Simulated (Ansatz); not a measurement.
# Pd wire along [111], 6 atoms a period: bands by functional and under strain, part 4 of 4

Aim: is the Pd wire along [111], 6 atoms a period a metal or a semiconductor?

Ansatz 0.2.0; DFT PBE, plane waves, PAW; relaxation of a wire's period (the session's first sound run).

So far. Step 9 (At a strained period, period over the relaxed period …): Bands cross the Fermi level, as under PBE at the relaxed period, with an absolute moment of 2.95 μB a cell. Step 10 (Strain along the wire, period over the relaxed period …): Bands cross the Fermi level, as under PBE at the relaxed period, with an absolute moment of 2.46 μB a cell.

### 11. The same system on other settings: scf.mixing.preconditioner = "none"

This step: DFT LDA, plane waves, PAW; bands of a perfect wire at the PBE geometry; changed: scf.mixing.preconditioner = "none" (Ansatz 0.2.0).

The atoms of the band run (LDA) are kept and the input is varied, to see whether the result depends on it.

input.yaml

```yaml
crystal:
  lattice:
    - [9.586, 0.0, 0.0]
    - [0.0, 10.017, 0.0]
    - [0.0, 0.0, 6.2128532732]
  atoms:
    - { symbol: Pd, position: [0.352406824, 0.499999827, 0.0], spin: 0.14 }
    - { symbol: Pd, position: [0.620728817, 0.499999827, 0.0], spin: 0.13 }
    - { symbol: Pd, position: [0.479603147, 0.417061281, 0.339703215], spin: 0.18 }
    - { symbol: Pd, position: [0.679145268, 0.601985894, 0.370026852], spin: 0.23 }
    - { symbol: Pd, position: [0.479603147, 0.582938373, 0.660296785], spin: 0.18 }
    - { symbol: Pd, position: [0.679145268, 0.39801376, 0.629973148], spin: 0.23 }
magnetization:
  spin_polarized: true
kpoints:
  mp_grid: { grid: [1, 1, 10] }
  band_path: { path: ["Γ", Z], npoints: 50 }
scf:
  occupations: { method: fermi_dirac, width: 0.05 }
  mixing: { preconditioner: none }
hamiltonian:
  xc: lda
```

Run with:

```bash
$ ansatz run input.yaml --threads 8 --pin off --max-ram 16384MiB --backend cpu --events-out ev --progress --plain --runs-dir out
```

Numbers of over 12 decimals in the logs are rounded to 6 here.

Output:

```text
[...]
Crystal: 6 atoms, lattice volume = 596.577 Å³
Basis set: ecut = 420 eV, 11669 PW (Γ)
Bands: 66, of which v1, the nominal top of the filled ones, is band 54 counted from 1 (53 counted from 0)
Symmetry: 2 space group operations
[...]
k-points: 6 of 10
[...]
Starting moments: Σ|m| = 1.09 μB on 6 of 6 sites
[...]
SCF iter   1: F=—  HF=-41061.055139 eV  |F-HF|=—  |Δ(HF+E_count)|=         —  Δρ=3.38e-2 (↑3.38e-2 ↓3.26e-2)  dr2=3.12e1  dr2_m=2.68e-2  M=1.003 μB ∫|m|=1.021 μB  β_m=0.30  ethr=3.10e-3  ⟨swp⟩=7.9  Hψ=3483  notcnv=0  defer=10
[...]
SCF iter  35: F=-41054.744219 eV  HF=-41054.744219 eV  |F-HF|=3.64e-11  |Δ(HF+E_count)|=  1.16e-10  Δρ=1.58e-7 (↑1.24e-7 ↓1.58e-7)  dr2=4.25e-11  dr2_m=1.05e-10  M=0.330 μB ∫|m|=0.348 μB  ethr=1.00e-12  ⟨swp⟩=2.0  Hψ=1490  notcnv=0
SCF 1 converged in 35 iterations: F = -41054.744219 eV  dr2 = 4.25e-11
[...]
SCF converged after 35 iterations
Magnetization: 0.3302 μB (54.1651 up, 53.8349 down)
Absolute magnetization: 0.3483 μB (∫|ρ↑−ρ↓|, with the PAW one-centre terms)
[...]
Per-site moments (μB) at R_I (Å): [(0.035208, 1.061006), (0.042205, 1.061006), (0.049826, 1.062237), (0.067603, 1.063120), (0.049826, 1.062237), (0.067603, 1.063120)]
Free energy (F): -41054.744219 eV
[...]
Internal energy: -41054.624871 eV  (E = F + TS)
E sigma→0 (E₀):  -41054.684545 eV
Entropy (-TS):   -0.119348 eV (-19.891 meV/atom)
Fermi energy:    -1.270048 eV
[...]
--- Band table (eV; the first three rows and the last of 12) ---
  k-point 0 ↑: bands = [... 50 lower, -1.5878, -1.4849, -1.4442, -1.3710, -1.3675, -0.7323, -0.1087, 0.7626, ... 8 higher]
  k-point 1 ↑: bands = [... 50 lower, -1.5879, -1.5385, -1.4525, -1.3697, -1.3186, -0.7130, -0.0605, 0.2561, ... 8 higher]
  k-point 2 ↑: bands = [... 50 lower, -1.6095, -1.5835, -1.4514, -1.3719, -1.2408, -0.6995, -0.2496, 0.0813, ... 8 higher]
  k-point 5 ↓: bands = [... 50 lower, -1.5928, -1.5626, -1.3749, -1.2732, -1.1377, -1.0237, 0.2394, 0.3242, ... 8 higher]
```

Run time: 12 s. Hardware: 8 threads of AMD EPYC 9R45, shared host; peak memory 3 GiB.

Numbers from this step:

```yaml
energy_at_zero_smearing: -41054.6845 eV
total_moment: 0.3302 μB
absolute_moment: 0.3483 μB
```

It took 12 s against 11 s for the run it varies.

The total moment and absolute moment stay within 0.2 % plus 0.001 of the run it varies.

Against step 4 (now other mixing), the free energy stays within 0.05 meV an atom. The two runs end at the same energy.

### 12. A varied input

This step: DFT LDA, plane waves, PAW; bands of a perfect wire at the PBE geometry; changed: accuracy = "low", scf.initial_density.chi_scale = 0.3 (Ansatz 0.2.0).

The atoms of the band run (LDA) are kept and the input is varied, to see whether the result depends on it.

Edit input.yaml of step 11 so:

```diff
@@ -19,4 +19,5 @@
   occupations: { method: fermi_dirac, width: 0.05 }
-  mixing: { preconditioner: none }
+  initial_density: { chi_scale: 0.3 }
 hamiltonian:
   xc: lda
+accuracy: low
```

Output:

```text
[...]
Crystal: 6 atoms, lattice volume = 596.577 Å³
Basis set: ecut = 420 eV, 11669 PW (Γ)
Bands: 66, of which v1, the nominal top of the filled ones, is band 54 counted from 1 (53 counted from 0)
Symmetry: 2 space group operations
[...]
k-points: 6 of 10
[...]
Starting moments: Σ|m| = 1.09 μB on 6 of 6 sites
[...]
SCF iter   1: F=—  HF=-41061.055118 eV  |F-HF|=—  |Δ(HF+E_count)|=         —  Δρ=3.38e-2 (↑3.38e-2 ↓3.26e-2)  dr2=3.12e1  dr2_m=2.68e-2  M=1.003 μB ∫|m|=1.021 μB  β_m=0.30  ethr=3.10e-3  ⟨swp⟩=7.9  Hψ=3483  notcnv=0  defer=10
[...]
SCF iter  22: F=-41054.744219 eV  HF=-41054.744219 eV  |F-HF|=2.62e-10  |Δ(HF+E_count)|=  2.18e-10  Δρ=1.90e-7 (↑1.90e-7 ↓1.66e-7)  dr2=5.12e-10  dr2_m=5.43e-11  M=0.330 μB ∫|m|=0.348 μB  ethr=1.69e-12  ⟨swp⟩=2.0  Hψ=1495  notcnv=0
SCF 1 converged in 22 iterations: F = -41054.744219 eV  dr2 = 5.12e-10
[...]
SCF converged after 22 iterations
Magnetization: 0.3302 μB (54.1651 up, 53.8349 down)
Absolute magnetization: 0.3483 μB (∫|ρ↑−ρ↓|, with the PAW one-centre terms)
[...]
Per-site moments (μB) at R_I (Å): [(0.035208, 1.061006), (0.042195, 1.061006), (0.049821, 1.062237), (0.067608, 1.063120), (0.049821, 1.062237), (0.067608, 1.063120)]
Free energy (F): -41054.744219 eV
[...]
Internal energy: -41054.624872 eV  (E = F + TS)
E sigma→0 (E₀):  -41054.684545 eV
Entropy (-TS):   -0.119347 eV (-19.891 meV/atom)
Fermi energy:    -1.270043 eV
[...]
--- Band table (eV; the first three rows and the last of 12) ---
  k-point 0 ↑: bands = [... 50 lower, -1.5878, -1.4849, -1.4442, -1.3710, -1.3675, -0.7323, -0.1087, 0.7626, ... 8 higher]
  k-point 1 ↑: bands = [... 50 lower, -1.5879, -1.5385, -1.4525, -1.3696, -1.3186, -0.7130, -0.0605, 0.2561, ... 8 higher]
  k-point 2 ↑: bands = [... 50 lower, -1.6095, -1.5835, -1.4514, -1.3719, -1.2408, -0.6995, -0.2496, 0.0813, ... 8 higher]
  k-point 5 ↓: bands = [... 50 lower, -1.5928, -1.5626, -1.3749, -1.2732, -1.1377, -1.0237, 0.2394, 0.3242, ... 8 higher]
```

Run time: 11 s. Hardware: 8 threads; peak memory 3 GiB.

Residual by cycle:

cycle, log10 residual and a bar from the least value:
```
        1        1.5 ##############################
        3        0.1 ##########################
        5       -1.3 ######################
        7       -3.4 ################
        9       -4.1 ##############
       11       -3.9 ###############
       12       -4.2 ##############
       14       -4.9 ############
       16       -6.1 #########
       18       -6.9 #######
       20       -8.0 ###
       22       -9.3
```

The run finished with changed settings (accuracy = "low" and scf.initial_density.chi_scale = 0.3); it serves as a test.

### 13. What came out

```yaml
cell_length_pbe: 6.213 Å
conductance_pbe: 1.19 G₀
absolute_moment_pbe: 1.25 μB
absolute_moment_lda: 0.348 μB
absolute_moment_pbesol: 1.04 μB
absolute_moment_r2scan: 2.96 μB
absolute_moment_with_spin_orbit_coupling: 1.17 μB
gap_period_scaled_by_1p1: none
gap_period_scaled_by_1p03: none
```

In words: Under PBE the cell's length is 6.21 Å, the absolute moment is 1.25 μB a cell, and it is a metal with 1 spin-up and 1 spin-down channels next to the Fermi level, 1.19 G₀ at 300 K. A perfect wire passes every open channel, so the conductance counts half a G₀ for each forward-moving state at the Fermi level, spin by spin; the value here is no such multiple, since a band edge lies within the thermal window. Transport is coherent and elastic here: the atoms are frozen, so scattering by vibrations plays no part. In the perfect wire the moments were started parallel, and no opposed start was run. No search over magnetic orders was made; another may lie lower.

[Logs are printed without paths, hosts, clocks, repeated set-up lines and the standing remarks that a program may print on its own settings, such as how far it seeks lower states.]

[Hosts, paths, dates, database ids (printed as entryN), source tags and the programs' standing remarks are cut or masked in the printed files.]
